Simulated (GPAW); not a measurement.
## The basis that the transmission of H2 in line between two Sc chains needs

Aim: T(E), conductance and thermopower of H2 in line between two Sc chains, and what cheaper settings cost in accuracy.

Method: GPAW LCAO, PAW setups; Landauer transmission from Green's functions with principal layers (ASE), zero bias, in GPAW 26.7.0.

Most raw output is cut from this account.

### Step 1. The structure

The cell holds 14 atoms: 12 Sc and 2 H. Its edges and angles: a = 9.000 Å, b = 9.000 Å, c = 34.819 Å, α = 90.0°, β = 90.0°, γ = 90.0°. Regions: left lead, 6 atoms (6 Sc); channel, 2 atoms (2 H); right lead, 6 atoms (6 Sc). Vacuum lies along a and b. The structure is stacked along c, and the current runs across the ab planes.

### Step 2. GPAW, dzp

The script solves lead and junction separately, takes H and S in the orbital basis, and joins semi-infinite leads through their self-energies; the dzp basis is the working standard.

The input, run.py:

```python
import json
import numpy as np
from ase import Atoms
from ase.transport.calculators import TransportCalculator
from gpaw import GPAW, FermiDirac
from gpaw.lcao.tools import get_lcao_hamiltonian
from scipy.linalg import eigh

# The junction with lead layers at both ends, along the third cell vector
device = Atoms(
    ['Sc', 'Sc', 'Sc', 'Sc', 'Sc', 'Sc', 'H', 'H', 'Sc', 'Sc', 'Sc', 'Sc', 'Sc', 'Sc'],
    positions=[
        [4.50000, 4.50000, 1.40000],
        [4.50000, 4.50000, 4.20000],
        [4.50000, 4.50000, 7.00000],
        [4.50000, 4.50000, 9.80000],
        [4.50000, 4.50000, 12.60000],
        [4.50000, 4.50000, 15.40000],
        [4.50000, 4.50000, 16.98440],
        [4.50000, 4.50000, 17.83440],
        [4.50000, 4.50000, 19.41880],
        [4.50000, 4.50000, 22.21880],
        [4.50000, 4.50000, 25.01880],
        [4.50000, 4.50000, 27.81880],
        [4.50000, 4.50000, 30.61880],
        [4.50000, 4.50000, 33.41880]],
    cell=[[9.0, 0.0, 0.0], [0.0, 9.0, 0.0], [0.0, 0.0, 34.8188]],
    pbc=True)

# One principal layer of the lead: the first 4 atoms of the device
lead = Atoms(
    ['Sc', 'Sc', 'Sc', 'Sc'],
    positions=[
        [4.50000, 4.50000, 1.40000],
        [4.50000, 4.50000, 4.20000],
        [4.50000, 4.50000, 7.00000],
        [4.50000, 4.50000, 9.80000]],
    cell=[[9.0, 0.0, 0.0], [0.0, 9.0, 0.0], [0.0, 0.0, 11.2]],
    pbc=True)

settings = dict(mode='lcao', basis='dzp', xc='PBE', h=0.2,
                occupations=FermiDirac(0.1), maxiter=250,
                mixer=dict(beta=0.1, nmaxold=8, weight=100.0),
                convergence=dict(density=0.0001))
energies = np.arange(-2, 2 + 1e-9, 0.05)
eta = 0.0001
n1, n2 = 1, 1
# k and -k transmit alike, so half of the mesh across the current serves
mesh = [(i, j) for i in range(n1) for j in range(n2) if (i, j) <= (-i % n1, -j % n2)]
weights = np.array([1 if (i, j) == (-i % n1, -j % n2) else 2 for i, j in mesh]) / (n1 * n2)

# [... helper functions left out ...]
fermi_lead = ground_state(lead, (1, 1, 10), 'lead.txt')
fermi_device = ground_state(device, (1, 1, 3), 'device.txt')
# [... loop over the mesh left out, but for ...]
        # Shift the lead onto the potential of the device's first layer
        shift = ((H[:, 0, 0] - H0[:, 0, 0]) / S0[0, 0]).real.mean()
# [...]
kT = 8.617333e-5 * 200
bias = [0.1, 0.2, 0.5, 1.0, 1.5, 2.0]
# [... integrals and printing left out ...]
```

The run is started by

```console
$ OMP_NUM_THREADS=1 OPENBLAS_NUM_THREADS=1 python run.py
```

Elapsed: 2.6 min, on 1 thread of Arm Neoverse V2, shared host; peak memory 1.3 GiB.

Numbers from this step:

```
conductance                                    : 1.272 G₀
largest coupling past the next principal layer : 1.53e-8 eV
largest misfit of the first principal layer    : 0.02634 eV
shift that aligns the lead                     : 0.003584 eV
basis functions of the junction                : 358
basis functions of a principal layer           : 116
transmission at the Fermi level (one spin)     : 1.245
```

One spin. Transmission, zone mean against energy, zero at the Fermi level:

energy (eV), transmission, zone mean and a bar:
```
    -2.00       0.41 #####
    -1.90       0.46 ######
    -1.80       0.49 ######
    -1.70       0.50 #######
    -1.65       0.50 #######
    -1.55       0.49 #######
    -1.45       0.47 ######
    -1.35       0.44 ######
    -1.25       0.41 #####
    -1.15       0.36 #####
    -1.05       0.31 ####
    -0.90       0.23 ###
    -0.80       0.18 ##
    -0.70       0.13 #
    -0.60       0.09 #
    -0.50       0.06 
    -0.40       0.04 
    -0.25       0.31 ####
    -0.15       1.13 ################
    -0.05       1.08 ###############
     0.00       1.24 ##################
     0.05       1.54 ######################
     0.15       1.75 #########################
     0.25       1.77 #########################
     0.40       1.81 ##########################
     0.50       2.00 #############################
     0.55       2.09 ##############################
     0.60       2.07 ##############################
     0.70       1.58 #######################
     0.80       1.34 ###################
     0.90       1.23 #################
     1.05       1.16 ################
     1.15       1.15 ################
     1.25       1.14 ################
     1.35       1.12 ################
     1.45       1.10 ################
     1.55       1.09 ###############
     1.70       1.03 ##############
     1.80       0.99 ##############
     1.90       0.96 ##############
     2.00       0.79 ###########
```

Not self-consistent under bias; the bias window is split evenly. Table of current through one cell, from the zero-bias transmission by bias:

| bias (V) | current through one cell, from the zero-bias transmission (μA) |
| --- | --- |
| 0.100 | 9.95 |
| 0.200 | 20.3 |
| 0.500 | 50.6 |
| 1.000 | 88.1 |
| 1.500 | 125 |
| 2.000 | 153 |

The transmission of the three most open eigenchannels by energy, zero at the Fermi level:

| energy (eV) | channel 1 | channel 2 | channel 3 |
| --- | --- | --- | --- |
| -2.000 | 0.408 | 3.4e-11 | 0 |
| -1.800 | 0.487 | 3.2e-11 | 0 |
| -1.600 | 0.495 | 3.0e-11 | 0 |
| -1.400 | 0.457 | 2.7e-11 | 0 |
| -1.200 | 0.384 | 2.4e-11 | 0 |
| -1.000 | 0.285 | 2.1e-11 | 0 |
| -0.800 | 0.179 | 1.5e-11 | 0 |
| -0.600 | 0.0881 | 8.0e-12 | 1.4e-12 |
| -0.400 | 0.0448 | 3.7e-10 | 3.7e-10 |
| -0.200 | 0.829 | 0.0587 | 0.0587 |
| 0.000 | 0.617 | 0.297 | 0.297 |
| 0.200 | 0.804 | 0.378 | 0.378 |
| 0.400 | 0.913 | 0.355 | 0.355 |
| 0.600 | 0.954 | 0.477 | 0.477 |
| 0.800 | 0.983 | 0.145 | 0.109 |
| 1.000 | 0.996 | 0.134 | 0.0183 |
| 1.200 | 0.998 | 0.125 | 0.00923 |
| 1.400 | 0.996 | 0.112 | 0.00268 |
| 1.600 | 0.997 | 0.0793 | 1.4e-11 |
| 1.800 | 0.994 | 1.4e-9 | 2.2e-11 |
| 2.000 | 0.793 | 2.5e-11 | 2.5e-11 |

Couplings past the next layer reach 1.5e-8 eV, small enough to drop; the matrix elements of the cell's first layer differ from the bulk lead's by up to 0.026 eV. That layer keeps its own values in the calculation, and only beyond it is the lead taken as perfect. The Fermi levels of lead and junction count from different zeros of potential, one for each periodic cell; with both set to zero, the small remaining shift is what aligns them. By hand: G = 1.272 × 77.48 μS = 98.5 μS, a resistance of 10.1 kΩ; at 0.1 V a linear junction would pass 9.85 μA, and the integral over the bias window gives 9.95 μA.

### Step 3. GPAW, szp: basis = "szp(dzp)"

One radial function a shell plus polarisation makes the matrices smaller; the question is what that costs.

Edit run.py of step 2 so:

```diff
@@ -40,3 +40,3 @@
 
-settings = dict(mode='lcao', basis='dzp', xc='PBE', h=0.2,
+settings = dict(mode='lcao', basis='szp(dzp)', xc='PBE', h=0.2,
                 occupations=FermiDirac(0.1), maxiter=250,
```

It took 100 s on 1 thread; peak memory 1.2 GiB.

This step gave:

| Quantity | Value |
| --- | --- |
| conductance | 0.7371 G₀ |
| largest misfit of the first principal layer | 0.02581 eV |
| shift that aligns the lead | -0.001796 eV |
| basis functions of the junction | 200 |
| basis functions of a principal layer | 64 |
| transmission at the Fermi level (one spin) | 0.7155 |

One spin. The transmission, zone mean by energy, zero at the Fermi level:

| energy (eV) | transmission, zone mean |
| --- | --- |
| -2.000 | 0.445 |
| -1.800 | 0.504 |
| -1.700 | 0.509 |
| -1.600 | 0.501 |
| -1.400 | 0.455 |
| -1.200 | 0.385 |
| -1.000 | 0.299 |
| -0.800 | 0.208 |
| -0.600 | 0.132 |
| -0.400 | 0.126 |
| -0.200 | 1.01 |
| 0.000 | 0.716 |
| 0.200 | 1.27 |
| 0.400 | 1.38 |
| 0.450 | 1.39 |
| 0.600 | 1.08 |
| 0.650 | 1.62 |
| 0.800 | 1.23 |
| 1.000 | 1.12 |
| 1.200 | 1.11 |
| 1.400 | 1.09 |
| 1.600 | 1.06 |
| 1.800 | 0.998 |
| 2.000 | 0.615 |

Not self-consistent under bias; the bias window is split evenly. The current through one cell, from the zero-bias transmission by bias:

| bias (V) | current through one cell, from the zero-bias transmission (μA) |
| --- | --- |
| 0.100 | 5.80 |
| 0.200 | 12.0 |
| 0.500 | 35.2 |
| 1.000 | 65.9 |
| 1.500 | 93.8 |
| 2.000 | 122 |

The transmission of the three most open eigenchannels by energy, zero at the Fermi level:

| energy (eV) | channel 1 | channel 2 | channel 3 |
| --- | --- | --- | --- |
| -2.00 | 0.445 | 7.0e-11 | 0 |
| -1.85 | 0.495 | 6.4e-11 | 0 |
| -1.70 | 0.509 | 5.7e-11 | 0 |
| -1.60 | 0.501 | 5.2e-11 | 0 |
| -1.45 | 0.469 | 4.4e-11 | 0 |
| -1.30 | 0.422 | 3.4e-11 | 0 |
| -1.15 | 0.364 | 2.3e-11 | 0 |
| -1.05 | 0.322 | 1.5e-11 | 0 |
| -0.90 | 0.253 | 3.6e-12 | 0 |
| -0.75 | 0.187 | 2.5e-12 | 0 |
| -0.60 | 0.132 | 7.4e-11 | 0 |
| -0.50 | 0.112 | 3.1e-10 | 0 |
| -0.35 | 0.174 | 1.6e-9 | 2.7e-10 |
| -0.20 | 0.995 | 0.00759 | 0.00759 |
| -0.05 | 0.546 | 0.0416 | 0.0416 |
| 0.00 | 0.542 | 0.0868 | 0.0868 |
| 0.05 | 0.590 | 0.134 | 0.134 |
| 0.20 | 0.757 | 0.195 | 0.195 |
| 0.35 | 0.861 | 0.175 | 0.175 |
| 0.50 | 0.918 | 0.138 | 0.0123 |
| 0.60 | 0.944 | 0.132 | 1.3e-10 |
| 0.75 | 0.972 | 0.122 | 0.111 |
| 0.90 | 0.988 | 0.114 | 0.0298 |
| 1.05 | 0.996 | 0.108 | 0.00785 |
| 1.15 | 0.998 | 0.104 | 0.00686 |
| 1.30 | 0.998 | 0.0969 | 0.00320 |
| 1.45 | 0.998 | 0.0862 | 4.2e-11 |
| 1.60 | 0.998 | 0.0623 | 3.4e-11 |
| 1.70 | 0.902 | 1.3e-7 | 3.4e-11 |
| 1.85 | 0.976 | 5.5e-10 | 3.9e-11 |
| 2.00 | 0.615 | 1.4e-9 | 2.5e-11 |

The conductance, 0.737 G₀, lies 42 % below that of the dzp run.

### Step 4. Minimal basis

One function for each valence shell of the setup, as for a first survey of a large system.

Edit run.py of step 3 so:

```diff
@@ -40,3 +40,3 @@
 
-settings = dict(mode='lcao', basis='szp(dzp)', xc='PBE', h=0.2,
+settings = dict(mode='lcao', basis='sz(dzp)', xc='PBE', h=0.2,
                 occupations=FermiDirac(0.1), maxiter=250,
```

Run time: 76 s. Hardware: 1 thread; peak memory 1.2 GiB.

Numbers from this step:

```
conductance                                 : 0.5695 G₀
largest misfit of the first principal layer : 0.02406 eV
shift that aligns the lead                  : -4.73e-4 eV
basis functions of the junction             : 158
basis functions of a principal layer        : 52
transmission at the Fermi level (one spin)  : 0.5526
```

One spin. The transmission, zone mean by energy, zero at the Fermi level:

| energy (eV) | transmission, zone mean |
| --- | --- |
| -2.00 | 0.516 |
| -1.85 | 0.548 |
| -1.70 | 0.546 |
| -1.60 | 0.530 |
| -1.45 | 0.492 |
| -1.30 | 0.439 |
| -1.15 | 0.375 |
| -1.05 | 0.327 |
| -0.90 | 0.254 |
| -0.75 | 0.184 |
| -0.60 | 0.129 |
| -0.50 | 0.110 |
| -0.35 | 0.185 |
| -0.20 | 1.06 |
| -0.05 | 0.568 |
| 0.00 | 0.553 |
| 0.05 | 0.597 |
| 0.20 | 0.926 |
| 0.35 | 1.03 |
| 0.50 | 1.03 |
| 0.60 | 1.06 |
| 0.70 | 1.56 |
| 0.75 | 1.24 |
| 0.90 | 1.13 |
| 1.05 | 1.11 |
| 1.15 | 1.11 |
| 1.30 | 1.10 |
| 1.45 | 1.08 |
| 1.60 | 1.05 |
| 1.70 | 0.923 |
| 1.85 | 0.949 |
| 2.00 | 0.454 |

The conductance, 0.570 G₀, lies 55 % below that of the dzp run.

### Step 5. RPBE in the dzp basis: xc = "RPBE"

Back in the dzp basis, the functional changes from PBE to RPBE, to set the spread between functionals beside that between bases.

Edit run.py of step 4 so:

```diff
@@ -40,3 +40,3 @@
 
-settings = dict(mode='lcao', basis='sz(dzp)', xc='PBE', h=0.2,
+settings = dict(mode='lcao', basis='dzp', xc='RPBE', h=0.2,
                 occupations=FermiDirac(0.1), maxiter=250,
```

Run time: 2.5 min. Hardware: 1 thread; peak memory 1.3 GiB.

Numbers from this step:

| Quantity | Value |
| --- | --- |
| conductance | 1.031 G₀ |
| largest coupling past the next principal layer | 1.42e-8 eV |
| largest misfit of the first principal layer | 0.02821 eV |
| shift that aligns the lead | 0.002533 eV |
| basis functions of the junction | 358 |
| basis functions of a principal layer | 116 |
| transmission at the Fermi level (one spin) | 1.003 |

The conductance, 1.03 G₀, lies 19 % below that of the dzp run.

### Step 6. All levels side by side

Times are for 1 thread of Arm Neoverse V2, shared host. The runs compared:

| no. | run | conductance (G₀) | time | memory (GiB) |
| --- | --- | --- | --- | --- |
| 1 | dzp | 1.272 | 2.6 min | 1.3 |
| 2 | szp | 0.7371 | 100 s | 1.2 |
| 3 | sz | 0.5695 | 76 s | 1.2 |
| 4 | dzp RPBE | 1.031 | 2.5 min | 1.3 |

### Step 7. The levels side by side

The curves are compared point by point over the common energies.

This step: comparison of transmission and cost over codes and levels (GPAW 26.7.0).

Ladder, by row:

| step | code | T at the Fermi level (sum over the listed spins) | conductance (G0) | r.m.s. T(E) from the first | wall time (s) | peak memory (GiB) | threads |
| --- | --- | --- | --- | --- | --- | --- | --- |
| dzp | GPAW | 1.245 | 1.272 | 0 | 158.1 | 1.28 | 1 |
| szp | GPAW | 0.7155 | 0.7371 | 0.2833 | 99.72 | 1.23 | 1 |
| sz | GPAW | 0.5526 | 0.5695 | 0.3734 | 76.27 | 1.17 | 1 |
| dzp-RPBE | GPAW | 1.003 | 1.031 | 0.131 | 151.9 | 1.28 | 1 |

Table of transmission, zone mean, sum over the listed spins by energy, zero at the Fermi level:

| energy (eV) | dzp | szp | sz | dzp-RPBE |
| --- | --- | --- | --- | --- |
| -2.00 | 0.408 | 0.445 | 0.516 | 0.423 |
| -1.85 | 0.474 | 0.495 | 0.548 | 0.501 |
| -1.70 | 0.498 | 0.509 | 0.546 | 0.529 |
| -1.65 | 0.499 | 0.506 | 0.539 | 0.529 |
| -1.50 | 0.481 | 0.482 | 0.506 | 0.507 |
| -1.35 | 0.442 | 0.440 | 0.458 | 0.461 |
| -1.20 | 0.384 | 0.385 | 0.397 | 0.396 |
| -1.05 | 0.311 | 0.322 | 0.327 | 0.314 |
| -0.90 | 0.232 | 0.253 | 0.254 | 0.238 |
| -0.70 | 0.130 | 0.167 | 0.163 | 0.136 |
| -0.55 | 0.0711 | 0.119 | 0.117 | 0.0783 |
| -0.40 | 0.0448 | 0.126 | 0.131 | 0.0543 |
| -0.25 | 0.307 | 0.735 | 0.783 | 0.314 |
| -0.10 | 1.03 | 0.635 | 0.658 | 0.919 |
| 0.00 | 1.24 | 0.716 | 0.553 | 1.00 |
| 0.10 | 1.68 | 1.00 | 0.729 | 1.32 |
| 0.25 | 1.77 | 1.31 | 0.976 | 1.49 |
| 0.40 | 1.81 | 1.38 | 1.04 | 1.56 |
| 0.55 | 2.09 | 1.07 | 1.04 | 1.85 |
| 0.70 | 1.58 | 1.57 | 1.56 | 1.90 |
| 0.90 | 1.23 | 1.16 | 1.13 | 1.19 |
| 1.05 | 1.16 | 1.12 | 1.11 | 1.13 |
| 1.20 | 1.14 | 1.11 | 1.10 | 1.12 |
| 1.35 | 1.12 | 1.10 | 1.09 | 1.10 |
| 1.50 | 1.10 | 1.08 | 1.08 | 1.08 |
| 1.70 | 1.03 | 0.902 | 0.923 | 1.05 |
| 1.85 | 0.994 | 0.976 | 0.949 | 0.941 |
| 2.00 | 0.793 | 0.615 | 0.454 | 0.818 |

### Step 8. Another change of settings

A last run, with other settings again.

This step: GPAW LCAO, PAW setups; Landauer transmission from Green's functions with principal layers (ASE), zero bias (GPAW 26.7.0).

Edit run.py of step 5 so:

```diff
@@ -40,4 +40,4 @@
 
-settings = dict(mode='lcao', basis='dzp', xc='RPBE', h=0.2,
-                occupations=FermiDirac(0.1), maxiter=250,
+settings = dict(mode='lcao', basis='dzp', xc='PBE', h=0.2,
+                occupations=FermiDirac(0.1), maxiter=100,
                 mixer=dict(beta=0.1, nmaxold=8, weight=100.0),
@@ -45,3 +45,3 @@
 energies = np.arange(-2, 2 + 1e-9, 0.05)
-eta = 0.0001
+eta = 0.2
 n1, n2 = 1, 1
```

Elapsed: 2.5 min, on 1 thread; peak memory 1.3 GiB.

The run finished. A setting was moved off its sound value on purpose, so it serves as a test and not as the result.

The fault put into the input: a broadening of tenths of an eV (eta = 0.2).

The two runs compared:

| quantity | this run | sound run | difference |
| --- | --- | --- | --- |
| conductance (G₀) | 0.010050 | 1.2718 | -1.26 |
| transmission at the Fermi level (one spin) | 0.010239 | 1.2446 | -1.23 |

The two runs differ clearly in the conductance: 0.0100 G₀ against 1.27 G₀.

### Step 9. What came out

```
conductance                                        : 1.27 G₀
transmission at the Fermi level, mean of the spins : 1.24
```

**Reading.** In the dzp basis the junction conducts 1.27 G₀ at 200 K, with T = 1.24 a spin at the Fermi level; no smaller basis tried comes within 10 % of that conductance. At the Fermi level the three most open eigenchannels pass 0.62, 0.30 and 0.30. Measured against the first run (dzp), the nearest curve is that of dzp-RPBE (r.m.s. 0.13) and the farthest that of sz (0.37). Over the compared runs wall time goes from 76 s (sz) to 158 s (dzp), on a shared host. The geometry was built from estimated bond lengths and not relaxed, so the numbers describe this model structure. The run had no spin polarisation, so a magnetic state, which chains and small molecules with open shells often have, wasn't tested. An evenly spaced straight chain is an idealisation: free chains tend to dimerise, zigzag or, where a band edge lies near the Fermi level, turn magnetic. The currents use the zero-bias T(E) throughout, which holds only while the bias is small against the distance to the nearest feature. The thermopower isn't quoted: it samples T(E) farther from the Fermi level than the conductance does, and the energy grid wasn't tested for it.

[Logs are printed without paths, hosts, clocks, repeated set-up lines and the standing remarks that a program may print on its own settings, such as how far it seeks lower states.]

[Hosts, paths, dates, database ids (printed as entryN), source tags and the programs' standing remarks are cut or masked in the printed files.]
